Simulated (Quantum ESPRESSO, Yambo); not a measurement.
Planning a run of Yambo 5.3.0 on CdF2 (Fm-3m). The input:

```
optics
bss
bse
em1s
dipoles
rim_cut
RandQpts= 1000000
RandGvec= 1 RL
Chimod= "HARTREE"
BSKmod= "SEX"
BSEmod= "resonant"
BSSmod= "d"
BSENGexx= 30 Ry
BSENGBlk= 6 Ry
% BSEQptR
 1 | 1 |
%
% BSEBands
 12 | 22 |
%
% BEnRange
 0 | 10 | eV
%
% BDmRange
 0.1 | 0.1 | eV
%
BEnSteps= 101
% BLongDir
 1 | 0 | 0 |
%
% BndsRnXs
 1 | 83 |
%
NGsBlkXs= 6 Ry
% LongDrXs
 1 | 1 | 1 |
%
% KfnQP_E
 2.536 | 1.0 | 1.0 |
%
WRbsWF
```

```sh
OMP_NUM_THREADS=1 mpirun -n 4 yambo -F bse3.in -J bse3 -C bse3 > bse3.log
```

The stored states that it reads are on a 4×4×4 mesh. It takes space group Fm-3m (No. 225, cubic). Conventional cell: a = 5.388 Å, b = 5.388 Å, c = 5.388 Å, α = 90.00°, β = 90.00°, γ = 90.00°. Cd has 8 F at 2.33 Å nearest. Nearest to F lie 4 Cd at 2.33 Å. Farther neighbours and most contacts between anions are not listed.

**Question.** Estimate wall time and host memory on 4 MPI ranks of AMD EPYC 7571, shared host.

It took 2.4 min; on shared hardware allow 72 s to 4.8 min. Peak host memory was 1.5 GiB.

The kernel grows as the square of the matrix size, and full diagonalisation as its cube.

[Paths, hosts, dates, memory and timing lines, banners, echoed tables and standing remarks are left out of the program output.]

[Logs are printed without paths, hosts, clocks, repeated set-up lines and the standing remarks that a program may print on its own settings, such as how far it seeks lower states.]

[Runs of the session that timed out or met a known fault of the program may be left out.]

[Hosts, paths, dates, database ids (printed as entryN), source tags and the programs' standing remarks are cut or masked in the printed files.]
